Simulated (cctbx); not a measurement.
# Interatomic vectors of Nd2Be9In3

Space group Pnnm (no. 58), a = 10.0700 Å, b = 16.5500 Å, c = 4.9930 Å, α = 90.00°, β = 90.00°, γ = 90.00°, content Nd8 In12 Be36.

Simulated single-crystal data (cctbx): Mo Kα, λ = 0.71073 Å, to d = 0.77 Å, 70 % of the full sphere, strongest reflection 70000 counts, noise from counting, a 3 % proportional error and a noise floor of 4 counts (s.d.); no absorption.

Patterson synthesis from sharpened amplitudes, origin scaled to 1000:

```text
Patterson group P m m m
      u       v       w   height  length (A)
  0.000   0.000   0.000   1000.0     0.00
  0.079   0.185   0.000    289.3     3.16
  0.000   0.500   0.000    285.2     8.28
  0.500   0.000   0.500    257.8     5.62
  0.500   0.500   0.500    237.4    10.00
  0.120   0.246   0.500    229.2     4.92
  0.158   0.361   0.000    183.0     6.18
  0.046   0.410   0.500    182.1     7.25
  0.202   0.042   0.500    179.7     3.29
  0.298   0.059   0.000    164.4     3.16
  0.420   0.207   0.500    152.6     5.99
  0.378   0.243   0.000    142.3     5.54
  0.269   0.143   0.500    139.6     4.38
  0.252   0.500   0.500    132.9     9.01
```

Q: Assign the vectors.

A peak at u stands for all pairs with xi − xj = u, with weight Σ ZiZj against Σ Z² = 58188 at the origin. Peak heights follow these weights only roughly, since form factors, motion and series ripples differ, all vectors within 0.55 Å of a peak are counted as merged into it though the farther ones add only part of their weight, and F(000) is left out, which lowers the whole map:

| u | v | w | shortest length (Å) | height | 1000 ΣZiZj/ΣZ² | pairs in the cell |
| --- | --- | --- | --- | --- | --- | --- |
| 0.079 | 0.185 | 0.000 | 3.16 | 289 | 353 | 6 × Nd–In, 1 × In–In, 2 × Nd–Be, 3 × Be–Be |
| 0.000 | 0.500 | 0.000 | 8.28 | 285 | 331 | 4 × Nd–Nd, 24 × In–Be, 8 × Be–Be |
| 0.500 | 0.000 | 0.500 | 5.62 | 258 | 495 | 8 × Nd–Nd |
| 0.500 | 0.500 | 0.500 | 10.00 | 237 | 247 | 4 × Nd–Nd |
| 0.120 | 0.246 | 0.500 | 4.93 | 229 | 361 | 4 × Nd–Nd, 2 × In–In, 8 × In–Be, 14 × Be–Be |
| 0.158 | 0.361 | 0.000 | 6.18 | 183 | 247 | 3 × In–In, 2 × Nd–In, 4 × In–Be, 2 × Nd–Be, 3 × Be–Be |
| 0.046 | 0.410 | 0.500 | 7.25 | 182 | 294 | 4 × Nd–In, 2 × In–In, 2 × Nd–Be, 4 × Be–Be |
| 0.202 | 0.042 | 0.500 | 3.29 | 180 | 219 | 4 × Nd–In, 4 × Nd–Be, 2 × Be–Be |
| 0.298 | 0.059 | 0.000 | 3.16 | 164 | 217 | 4 × Nd–In, 2 × Nd–Be, 2 × In–Be |
| 0.420 | 0.207 | 0.500 | 5.99 | 153 | 202 | 4 × Nd–In |

The table stops at ten peaks or at a height of 45, below which ripples compete. In the model behind the data Nd, the heaviest element, has 3 independent sites: (0, 1/2, 0), (0, 0, 0) and (0.3777, 0.7665, 0), up to an allowed shift of origin; the Nd–Nd vectors are differences of these positions and their symmetry mates. The whole model:

| atom | mult. | x | y | z | Ueq (Å²) |
| --- | --- | --- | --- | --- | --- |
| Nd1 | 2 | 0 | 1/2 | 0 | 0.0034 |
| Nd2 | 2 | 0 | 0 | 0 | 0.0023 |
| Nd3 | 4 | 0.3777 | 0.7665 | 0 | 0.0024 |
| In1 | 4 | 0.4575 | 0.5914 | 0 | 0.0029 |
| In2 | 4 | 0.0823 | 0.6968 | 0 | 0.0028 |
| In3 | 4 | 0.3064 | 0.9507 | 0 | 0.0029 |
| Be1 | 4 | 0.2930 | 0.2201 | 0 | 0.0057 |
| Be2 | 4 | 0.2942 | 0.4652 | 0 | 0.0060 |
| Be3 | 4 | 0.0750 | 0.1706 | 0 | 0.0058 |
| Be4 | 8 | 0.7557 | 0.4036 | 0.7390 | 0.0066 |
| Be5 | 4 | 0.4518 | 0.0969 | 0 | 0.0057 |
| Be6 | 4 | 0.1545 | 0.3447 | 0 | 0.0054 |
| Be7 | 8 | 0.8598 | 0.1623 | 0.7615 | 0.0060 |

The model is made up (kin elements in a known structure type, no relaxation), so it says nothing on whether the phase exists.

[Logs are printed without paths, hosts, clocks, repeated set-up lines and the standing remarks that a program may print on its own settings, such as how far it seeks lower states.]
